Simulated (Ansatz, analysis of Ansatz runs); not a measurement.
## GdTaO4 (P2/c): a line between two O sites for an added hole

Question: does an added hole stay on the O atom where it is started in GdTaO4 (P2/c), and if so, how high is the barrier for a hop to another O site nearby? Model: a cell of 48 host atoms.

Main program and level: Ansatz 0.2.0; plane-wave PAW DFT, PBEsol+U; relaxation of all atoms of a supercell at fixed charge in a uniform background; PAW set soft_1.

Report form: the programs' logs are mostly left out.

## (1) Set-up

The cell holds 48 atoms: 8 Gd, 8 Ta and 32 O. Its edges and angles: a = 9.594 Å, b = 8.870 Å, c = 9.594 Å, α = 112.1°, β = 110.2°, γ = 109.4°. It derives from GdTaO4 (space group P2/c). Nearest the centre at fractional (0.500, 0.500, 0.500): O32 at 1.23 Å, O21 at 1.23 Å, Ta9 at 1.70 Å, Ta16 at 1.70 Å, O42 at 2.70 Å, O35 at 2.70 Å, O25 at 2.85 Å, O20 at 2.85 Å.

Hubbard terms: Gd f 6.0 eV, O p 5.0 eV. They were chosen, not fitted, to curb self-interaction in the shells named, the trial site's among them. The two sites are O21 and O32. The cell's shortest repeat is 8.9 Å. The host's moments were started antiferromagnetic in the unit cell, high spin.

## (2) The cell without the carrier

The neutral cell is relaxed first, from small random displacements, so that bond lengths and moments with the carrier can be set beside those of a relaxed cell without it.

neutral.relax/input.yaml

```yaml
crystal:
  lattice:
    - [-5.79537023, 5.49046619, 5.32125646]
    - [4.52894369, -5.49046619, 5.29342299]
    - [5.79537023, 5.49046619, -5.32125646]
  atoms:
    - { symbol: Gd, position: [0.492402, 0.375, 0.117402], spin: 7.0 }
    - { symbol: Gd, position: [0.492402, 0.875, 0.617402], spin: 7.0 }
    - { symbol: Gd, position: [0.992402, 0.375, 0.617402], spin: 7.0 }
    - { symbol: Gd, position: [0.992402, 0.875, 0.117402], spin: 7.0 }
    - { symbol: Gd, position: [0.007598, 0.125, 0.882598], spin: -7.0 }
    - { symbol: Gd, position: [0.007598, 0.625, 0.382598], spin: -7.0 }
    - { symbol: Gd, position: [0.507598, 0.125, 0.382598], spin: -7.0 }
    - { symbol: Gd, position: [0.507598, 0.625, 0.882598], spin: -7.0 }
[... 36 atom lines left out ...]
    - { symbol: O, position: [0.095607, 0.179026, 0.169332] }
    - { symbol: O, position: [0.095607, 0.679026, 0.669332] }
    - { symbol: O, position: [0.595607, 0.179026, 0.669332] }
    - { symbol: O, position: [0.595607, 0.679026, 0.169332] }
basis:
  ecutwfc: 420
  xc_grid: 2
hamiltonian:
  xc: pbesol
  hubbard:
    sites: [{ species: Gd, l: f, u_eff: 6.0 }, { species: O, l: p, u_eff: 5.0 }]
    projectors: ortho-atomic
  pseudopotentials: { kind: paw, azcp: { folder: soft_1 }, xc_functional: pbe }
kpoints:
  mp_grid: { grid: [1, 1, 1] }
magnetization:
  spin_polarized: true
  initial_magnetization: 0
  spin_locking: { lock_magnetization: hard }
scf:
  occupations: { method: fermi_dirac, width: 0.01 }
  max_iter: 120
  lower_state_search: "off"
output:
  forces: true
relax:
  f_tol: 0.02
  max_steps: 70
  random_displacement: { amplitude: 0.04, seed: 217 }
checkpoint:
  write: "../neutral.relax.run"
  compress: false
  write_wavefunctions: true
  write_every: 100000
```

The run is started by

```console
> ansatz run input.yaml --threads 4 --pin off --max-ram 17899MiB --backend cpu --events-out ev --progress --plain --runs-dir out
```

The job ended after 50 s (4 threads of Arm Neoverse V1, shared host; peak memory 1.4 GiB).

The largest displacement from an ideal site is 0.015 Å.

## (3) The hole on the first site

The nearest neighbour or neighbours of the site start displaced and the site's starting moment is changed by the carrier's spin, since a carrier doesn't trap itself in the undistorted lattice.

A.relax/input.yaml

```yaml
crystal:
  lattice:
    - [-5.79537023, 5.49046619, 5.32125646]
    - [4.52894369, -5.49046619, 5.29342299]
    - [5.79537023, 5.49046619, -5.32125646]
  atoms:
    - { symbol: Gd, position: [0.492523, 0.373621, 0.095815], spin: 7.0 }
    - { symbol: Gd, position: [0.490239, 0.87411, 0.615924], spin: 7.0 }
    - { symbol: Gd, position: [0.990231, 0.374087, 0.61593], spin: 7.0 }
    - { symbol: Gd, position: [0.990207, 0.874082, 0.115921], spin: 7.0 }
    - { symbol: Gd, position: [0.007652, 0.124094, 0.883386], spin: -7.0 }
    - { symbol: Gd, position: [0.007661, 0.62406, 0.383399], spin: -7.0 }
    - { symbol: Gd, position: [0.507689, 0.12409, 0.383372], spin: -7.0 }
    - { symbol: Gd, position: [0.507592, 0.624046, 0.88336], spin: -7.0 }
[... 36 atom lines left out ...]
    - { symbol: O, position: [0.093849, 0.178306, 0.169985] }
    - { symbol: O, position: [0.09375, 0.678296, 0.669952] }
    - { symbol: O, position: [0.593747, 0.178399, 0.670023] }
    - { symbol: O, position: [0.593886, 0.678383, 0.170018] }
total_charge: 1
basis:
  ecutwfc: 420
  xc_grid: 2
hamiltonian:
  xc: pbesol
  hubbard:
    sites: [{ species: Gd, l: f, u_eff: 6.0 }, { species: O, l: p, u_eff: 5.0 }]
    projectors: ortho-atomic
  pseudopotentials: { kind: paw, azcp: { folder: soft_1 }, xc_functional: pbe }
kpoints:
  mp_grid: { grid: [1, 1, 1] }
magnetization:
  spin_polarized: true
  initial_magnetization: 1
  spin_locking: { lock_magnetization: hard }
scf:
  occupations: { method: fermi_dirac, width: 0.01 }
  max_iter: 120
  lower_state_search: "off"
output:
  forces: true
relax:
  f_tol: 0.015
  max_steps: 70
  escape_saddle: false
checkpoint:
  write: "../A.relax.run"
  compress: false
  write_wavefunctions: true
  write_every: 100000
```

Wall time 2.9 min (4 threads); peak memory 1.4 GiB.

Relaxation path:

| step | energy less that of the first step (eV) | largest force component (eV/Å) |
| --- | --- | --- |
| 1 | 0.0000 | 5.7876 |
| 2 | -0.8867 | 1.1671 |
| 3 | -1.2096 | 0.5050 |
| 4 | -1.1530 | 0.9406 |
| 5 | -1.2838 | 0.1154 |
| 6 | -1.2876 | 0.0989 |
| 7 | -1.2931 | 0.1423 |
| 8 | -1.2891 | 0.2110 |
| 9 | -1.3001 | 0.0864 |
| 10 | -1.1828 | 1.4529 |
| 11 | -1.3013 | 0.0554 |
| 12 | -1.3018 | 0.0351 |
| 13 | -1.3019 | 0.0207 |
| 14 | -1.3004 | 0.1385 |
| 15 | -1.3019 | 0.0028 |

Relaxation steps 4, 8, 10, 14 were tried and not accepted.

The atoms that moved most (Å):

| atom | dx | dy | dz | length |
| --- | --- | --- | --- | --- |
| O21 | -0.137 | -0.158 | -0.209 | 0.296 |
| O32 | -0.273 | -0.032 | -0.022 | 0.275 |
| Gd1 | 0.077 | 0.060 | -0.047 | 0.108 |
| O40 | 0.040 | 0.075 | 0.064 | 0.107 |
| O46 | 0.071 | -0.043 | -0.042 | 0.092 |
| O35 | -0.023 | -0.078 | -0.017 | 0.083 |
| O17 | 0.065 | -0.003 | -0.027 | 0.071 |
| O42 | 0.070 | 0.001 | -0.001 | 0.070 |

The moves above count from the input, in which the site's nearest neighbours were already displaced; the distances below compare with the cell without the carrier.

Distances from O21 without and with the hole:

| atom | without (Å) | with (Å) |
| --- | --- | --- |
| Ta9 | 1.98 | 2.05 |
| Ta16 | 2.18 | 2.64 |
| O32 | 2.42 | 2.35 |
| Gd1 | 2.38 | 2.45 |
| Gd7 | 2.54 | 2.53 |

The largest changes of the moments are 0.75 μB on O21, 0.09 μB on O32 and 0.05 μB on O45. The largest part sits on the chosen site.

## (4) The hole on the second site

The same start is made on the second site, to get the end of the hop.

B.relax/input.yaml

```yaml
crystal:
  lattice:
    - [-5.79537023, 5.49046619, 5.32125646]
    - [4.52894369, -5.49046619, 5.29342299]
    - [5.79537023, 5.49046619, -5.32125646]
  atoms:
    - { symbol: Gd, position: [0.490182, 0.374066, 0.115903], spin: 7.0 }
    - { symbol: Gd, position: [0.490239, 0.87411, 0.615924], spin: 7.0 }
[... 6 atom lines left out ...]
    - { symbol: Ta, position: [0.255458, 0.351814, 0.382496] }
[... 6 atom lines left out ...]
    - { symbol: Ta, position: [0.737841, 0.624724, 0.589766] }
[... 4 atom lines left out ...]
    - { symbol: O, position: [0.464812, 0.381897, 0.356065] }
[... 10 atom lines left out ...]
    - { symbol: O, position: [0.533153, 0.616344, 0.643315], spin: 1.0 }
[... 2 atom lines left out ...]
    - { symbol: O, position: [0.757903, 0.428369, 0.584068] }
[... 6 atom lines left out ...]
    - { symbol: O, position: [0.240039, 0.569816, 0.415262] }
[... 5 atom lines left out ...]
    - { symbol: O, position: [0.593886, 0.678383, 0.170018] }
total_charge: 1
basis:
  ecutwfc: 420
  xc_grid: 2
hamiltonian:
  xc: pbesol
  hubbard:
    sites: [{ species: Gd, l: f, u_eff: 6.0 }, { species: O, l: p, u_eff: 5.0 }]
    projectors: ortho-atomic
  pseudopotentials: { kind: paw, azcp: { folder: soft_1 }, xc_functional: pbe }
kpoints:
  mp_grid: { grid: [1, 1, 1] }
magnetization:
  spin_polarized: true
  initial_magnetization: 1
  spin_locking: { lock_magnetization: hard }
scf:
  occupations: { method: fermi_dirac, width: 0.01 }
  max_iter: 120
  lower_state_search: "off"
output:
  forces: true
relax:
  f_tol: 0.015
  max_steps: 70
  escape_saddle: false
checkpoint:
  write: "../B.relax.run"
  compress: false
  write_wavefunctions: true
  write_every: 100000
```

It took 3 min on 4 threads; peak memory 1.4 GiB.

Distances from O32 without and with the hole:

| atom | without (Å) | with (Å) |
| --- | --- | --- |
| Ta16 | 1.98 | 2.05 |
| Ta9 | 2.19 | 2.65 |
| O21 | 2.42 | 2.35 |
| Gd8 | 2.38 | 2.44 |

The largest changes of the moments are 0.75 μB on O32, 0.09 μB on O21 and 0.05 μB on O40. The largest part sits on the chosen site.

## (5) Points on the line between the two structures

All atoms move on the straight line between the two relaxed structures, 5.03 amu^1/2 Å long in mass-weighted terms. Each point starts from the state of the point before, once from either end, so that both localised states can be followed; the midpoint is also started with the carrier shared.

A.x0500/input.yaml

```yaml
crystal:
  lattice:
    - [-5.79537023, 5.49046619, 5.32125646]
    - [4.52894369, -5.49046619, 5.29342299]
    - [5.79537023, 5.49046619, -5.32125646]
  atoms:
    - { symbol: Gd, position: [0.491038, 0.374258, 0.11108], spin: 7.0 }
    - { symbol: Gd, position: [0.493244, 0.880507, 0.617469], spin: 7.0 }
[... 6 atom lines left out ...]
    - { symbol: Ta, position: [0.260674, 0.36606, 0.398639] }
[... 6 atom lines left out ...]
    - { symbol: Ta, position: [0.737423, 0.632907, 0.600895] }
[... 4 atom lines left out ...]
    - { symbol: O, position: [0.450334, 0.379032, 0.355984], spin: 1.0 }
[... 10 atom lines left out ...]
    - { symbol: O, position: [0.548243, 0.620159, 0.644279] }
[... 2 atom lines left out ...]
    - { symbol: O, position: [0.753697, 0.423433, 0.576012] }
[... 6 atom lines left out ...]
    - { symbol: O, position: [0.244632, 0.575685, 0.423731] }
[... 5 atom lines left out ...]
    - { symbol: O, position: [0.59294, 0.678751, 0.169683] }
total_charge: 1
basis:
  ecutwfc: 420
  xc_grid: 2
hamiltonian:
  xc: pbesol
  hubbard:
    sites: [{ species: Gd, l: f, u_eff: 6.0 }, { species: O, l: p, u_eff: 5.0 }]
    projectors: ortho-atomic
  pseudopotentials: { kind: paw, azcp: { folder: soft_1 }, xc_functional: pbe }
kpoints:
  mp_grid: { grid: [1, 1, 1] }
magnetization:
  spin_polarized: true
  initial_magnetization: 1
  spin_locking: { lock_magnetization: hard }
scf:
  occupations: { method: fermi_dirac, width: 0.01 }
  max_iter: 120
  lower_state_search: "off"
output:
  forces: true
  eigenvalues: true
  eigenstates: { localisation: true }
  write_density: true
  write_potential: true
  volumetric_format: npy
checkpoint:
  read: "../A.x0375.run"
  write: "../A.x0500.run"
  compress: false
  write_wavefunctions: true
  write_every: 100000
```

Run time: 21 s. Hardware: 4 threads; peak memory 1.3 GiB; 81 s of CPU time.

From eigenstates.tsv, first k-point; energies on the run's zero. The participation number counts the atoms that a state is spread over, of 48; bands count from 0.

| spin | band | energy (eV) | occupation | participation | largest share on | share |
| --- | --- | --- | --- | --- | --- | --- |
| down | 213 | 8.888 | 1.00 | 21.2 | O22 | 0.09 |
| down | 214 | 8.919 | 1.00 | 15.3 | O41 | 0.15 |
| down | 215 | 9.014 | 1.00 | 18.6 | O27 | 0.09 |
| down | 216 | 9.077 | 1.00 | 23.4 | O34 | 0.07 |
| down | 217 | 9.119 | 1.00 | 21.9 | O30 | 0.09 |
| down | 218 | 9.315 | 1.00 | 29.5 | O36 | 0.06 |
| down | 219 | 10.398 | 0.00 | 3.1 | O32 | 0.40 |
| down | 220 | 14.154 | 0.00 | 7.5 | Ta16 | 0.26 |
| down | 221 | 14.291 | 0.00 | 11.0 | Ta9 | 0.21 |
| down | 222 | 14.335 | 0.00 | 14.3 | Ta14 | 0.15 |
| down | 223 | 14.368 | 0.00 | 12.5 | Ta11 | 0.21 |
| up | 214 | 8.889 | 1.00 | 15.0 | O31 | 0.15 |
| up | 215 | 8.901 | 1.00 | 14.2 | O36 | 0.16 |
| up | 216 | 9.002 | 1.00 | 18.7 | O18 | 0.09 |
| up | 217 | 9.068 | 1.00 | 22.5 | O48 | 0.07 |
| up | 218 | 9.124 | 1.00 | 23.3 | O23 | 0.09 |
| up | 219 | 9.309 | 1.00 | 30.1 | O41 | 0.05 |
| up | 220 | 14.169 | 0.00 | 7.7 | Ta9 | 0.26 |
| up | 221 | 14.295 | 0.00 | 11.0 | Ta16 | 0.21 |
| up | 222 | 14.329 | 0.00 | 14.8 | Ta11 | 0.16 |
| up | 223 | 14.363 | 0.00 | 12.3 | Ta14 | 0.22 |
| up | 224 | 14.416 | 0.00 | 14.0 | Ta11 | 0.16 |

Under PBEsol+U (5, 6 eV) at the zone centre alone, the highest filled state is spin down, spread over 29 of 48 atoms, and the lowest empty one, 1.08 eV above it, is spin down, spread over 3 of 48 atoms.

Spin density in the bc plane at fractional x = 0.500, through the centre, with atoms of Gd and O within 0.45 Å of it.

Values in units of 1e0 e/Å³, 13 rows by 16 columns, each cell a mean:
```
 0.0  0.0  0.0  0.0  0.0  0.0  0.0  0.0  0.0 -1.1 -3.1 -0.6  0.0  0.0  0.0  0.0
 0.0  0.0  0.0  0.0  0.0  0.0  0.0  0.0 -0.5 -7.3 -8.8 -0.8  0.0  0.0  0.0  0.0
 0.0  0.0  0.0  0.0  0.0  0.0  0.0  0.0 -0.2 -1.1 -0.5  0.0  0.0  0.0  0.0  0.0
 0.0  0.0  0.0  0.0  0.0  0.0  0.0  0.0  0.0  0.0  0.0  0.0  0.0  0.1  0.5  0.3
 0.0  0.0  0.0  0.0  0.0  0.0  0.0  0.0  0.0  0.1  0.0  0.0  0.1  3.5  9.7  2.3
 0.0  0.0  0.0  0.0  0.0  0.0  0.0  0.0  0.2  0.3  0.0  0.0  0.2  3.1  4.0  0.4
 0.0 -0.1 -0.2 -0.1  0.0  0.0  0.0  0.0  0.0  0.0  0.0  0.0  0.0  0.1  0.0  0.0
-0.2 -4.9 -7.3 -0.9  0.0  0.0  0.3  0.3  0.0  0.0  0.0  0.0  0.0  0.0  0.0  0.0
-0.6 -5.7 -4.0 -0.2  0.0  0.0  0.0  0.0  0.0  0.0  0.0  0.0  0.0  0.0  0.0  0.0
 0.0 -0.1  0.0  0.0  0.0  0.0  0.0  0.0  0.0  0.0  0.0  0.0  0.0  0.0  0.0  0.0
 0.0  0.0  0.0  0.0  0.0  0.8  3.2  1.0  0.0  0.0  0.0  0.0  0.0  0.0  0.0  0.0
 0.0  0.0  0.0  0.0  0.2  5.9  9.7  1.4  0.0  0.0  0.0  0.0  0.0  0.0  0.0  0.0
 0.0  0.0  0.0  0.0  0.1  1.0  0.6  0.0  0.0  0.0  0.0  0.0  0.0  0.0  0.0  0.0
```
Columns run along b (8.9 Å), rows up along c (9.6 Å). Atoms in or near the plane, at fractional coordinates: Gd at (0.37, 0.11), Gd at (0.88, 0.62), Gd at (0.12, 0.38), Gd at (0.62, 0.89), O at (0.38, 0.36), O at (0.88, 0.86), O at (0.12, 0.14), O at (0.62, 0.64).

Valence density in the bc plane at fractional x = 0.500, through the centre, with atoms of Gd and O within 0.45 Å of it. It is the smooth field of the valence electrons, not physical close to the nuclei.

Values in e/Å³, 13 rows by 16 columns, each cell a mean:
```
 0  0  0  0  0  0  0  0  0  2  5  2  0  0  1  1
 0  0  0  0  0  1  1  0  2  9 11  2  0  2  5  2
 0  0  0  0  0  0  0  0  1  3  2  0  0  1  1  0
 0  0  0  0  0  0  0  0  0  0  0  0  0  1  2  1
 0  1  1  0  0  0  0  0  1  3  2  0  1  6 11  4
 0  1  0  0  0  0  0  0  1  2  1  0  1  5  6  1
 0  1  1  1  0  0  0  0  0  0  0  0  0  0  0  0
 1  7  9  3  0  1  3  2  0  0  0  0  0  0  1  0
 2  8  6  1  0  1  2  1  0  0  0  0  0  0  0  0
 0  1  0  0  0  0  0  0  0  0  0  0  0  0  0  0
 0  2  2  0  0  2  5  3  0  0  0  0  0  0  0  0
 1  4  2  0  1  8 11  3  0  1  1  0  0  0  0  0
 0  1  0  0  1  2  2  0  0  0  0  0  0  0  0  0
```
Columns run along b (8.9 Å), rows up along c (9.6 Å). Atoms in or near the plane, at fractional coordinates: Gd at (0.37, 0.11), Gd at (0.88, 0.62), Gd at (0.12, 0.38), Gd at (0.62, 0.89), O at (0.38, 0.36), O at (0.88, 0.86), O at (0.12, 0.14), O at (0.62, 0.64).

Electrostatic potential energy in the bc plane at fractional x = 0.500, through the centre, with atoms of Gd and O within 0.45 Å of it. With pseudopotentials it is smooth inside the atoms' cores, unlike the true potential.

Ten even steps from '_' (-40 eV) to '@' (17 eV), each cell a mean:
```
@@@@@@@@@@@@%%%%%%%%@@@@@@%%**==::--++%%@@@@@@@@@@
@@@@@@@@@@@@@@@@@@@@@@@@%%**::____..==##@@%%++==**
@@@@@@@@@@@@@@@@@@%%@@@@##--______..++%%%%==::::**
@@@@@@@@@@@@@@@@@@@@@@%%**--____..--##@@%%==::==%%
@@@@@@@@@@@@@@@@@@@@@@%%##==::--==##%%@@@@####%%@@
%%@@@@@@@@@@@@@@@@@@@@@@%%##**##%%@@@@@@@@@@%%%%%%
##%%@@@@@@@@@@@@@@@@@@@@@@%%%%@@@@@@@@@@%%**++==++
**%%@@@@@@@@@@@@@@@@@@@@@@@@%%**##@@@@%%++::__..::
**%%@@%%@@@@@@@@@@@@@@@@@@##--::++%%%%**::______::
%%@@@@%%@@@@@@@@@@@@@@@@@@++::--##@@%%++..____..==
@@@@@@@@@@@@@@@@@@@@@@@@@@##**%%@@@@%%++::..::==##
@@@@%%%%####%%@@@@@@@@@@@@@@@@@@@@@@%%##**++**%%@@
@@##++----++##%%@@@@@@%%@@@@@@@@@@@@@@%%%%%%@@@@@@
##==..____--**%%@@##====%%@@@@@@@@@@@@@@@@@@@@@@@@
++..______--##@@%%==::--%%@@@@@@@@@@@@@@@@%%%%@@%%
==..____::++%%@@%%====##@@@@@@@@@@@@@@@@@@@@@@@@%%
++::::--++%%@@@@@@%%%%@@@@@@@@@@@@@@@@@@@@@@@@@@%%
##****##%%@@@@@@@@%%%%%%%%@@@@@@@@@@@@@@@@@@@@@@%%
%%%%%%%%@@@@@@%%##**==++**%%@@@@@@@@@@@@@@@@@@@@@@
@@%%++==**@@@@##==....::==%%@@@@@@@@@@@@@@@@@@@@@@
@@==::::**@@%%==..____..==%%@@%%%%@@@@@@@@@@@@@@@@
%%--::==%%%%**--______::**%%@@%%@@@@@@@@@@@@@@@@@@
@@####%%@@%%**--....--**%%@@@@@@@@@@@@@@@@@@@@@@@@
@@@@@@@@@@%%##**++++##%%@@@@%%%%####%%%%@@@@@@@@@@
```
Columns run along b (8.9 Å; values clipped at the 3rd and 97th percentile), rows up along c (9.6 Å). Atoms in or near the plane, at fractional coordinates: Gd at (0.37, 0.11), Gd at (0.88, 0.62), Gd at (0.12, 0.38), Gd at (0.62, 0.89), O at (0.38, 0.36), O at (0.88, 0.86), O at (0.12, 0.14), O at (0.62, 0.64).

Free energies from the first end:

| started from | fraction | energy (eV) | moment change on O21 (μB) | on O32 (μB) |
| --- | --- | --- | --- | --- |
| first site | 0 | 0.000 | 0.75 | 0.09 |
| first site | 0.125 | 0.027 | 0.72 | 0.13 |
| first site | 0.25 | 0.093 | 0.67 | 0.18 |
| first site | 0.375 | 0.168 | 0.58 | 0.28 |
| first site | 0.5 | 0.204 | 0.43 | 0.44 |
| first site | 0.625 | 0.164 | 0.27 | 0.59 |
| second site | 0.875 | 0.023 | 0.12 | 0.71 |
| second site | 0.75 | 0.089 | 0.18 | 0.67 |
| second site | 0.625 | 0.164 | 0.27 | 0.59 |
| second site | 0.5 | 0.204 | 0.43 | 0.44 |
| second site | 0.375 | 0.168 | 0.58 | 0.28 |
| shared | 0.5 | 0.204 | 0.43 | 0.44 |
| second site | 1 | -0.003 | 0.09 | 0.75 |

## (6) Results

```
barrier forward                               : 0.20 eV
barrier backward                              : 0.21 eV
distance of the two sites without the carrier : 2.42 Å
carrier at the midpoint                       : shared
```

**Reading.** On this line the hole must cross 0.20 eV to hop 2.42 Å; both ends have the same energy within 0.005 eV. At the midpoint the lowest state found shares the carrier between both sites, and no finished start kept it on one. That fits an adiabatic hop but does not prove it, since self-interaction left by this U favours sharing too. With an assumed attempt frequency of 1e13 per second the rate at 300 K would be 4e+09 per second for this barrier, if every crossing succeeded. A straight line need not be the lowest path, so the true barrier at this U can be lower, or higher if the ends can still break their symmetry. No run compares the localised hole with one spread in the band, so its binding is unknown and the barrier may exceed it. The magnetic order was assumed and need not be the ground state. The total moment is locked, so a carrier of the other spin direction was not tried. The program's search for lower electronic states was switched off in all runs, so that each state is followed; none is shown to be the lowest at its structure. No image-charge correction is applied; it nearly cancels along the line while the charge stays localised. Limits: sampling at the zone centre alone can move energies of charged and open-shell states by tenths of an eV or more in cells of this size; the images are only 8.9 Å apart; gap and trapping depend on the U chosen (Gd f 6.0 eV, O p 5.0 eV); spin–orbit coupling, which can matter with heavy atoms, is left out.

[Logs are printed without paths, hosts, clocks, repeated set-up lines and the standing remarks that a program may print on its own settings, such as how far it seeks lower states.]

[Hosts, paths, dates, database ids (printed as entryN), source tags and the programs' standing remarks are cut or masked in the printed files.]
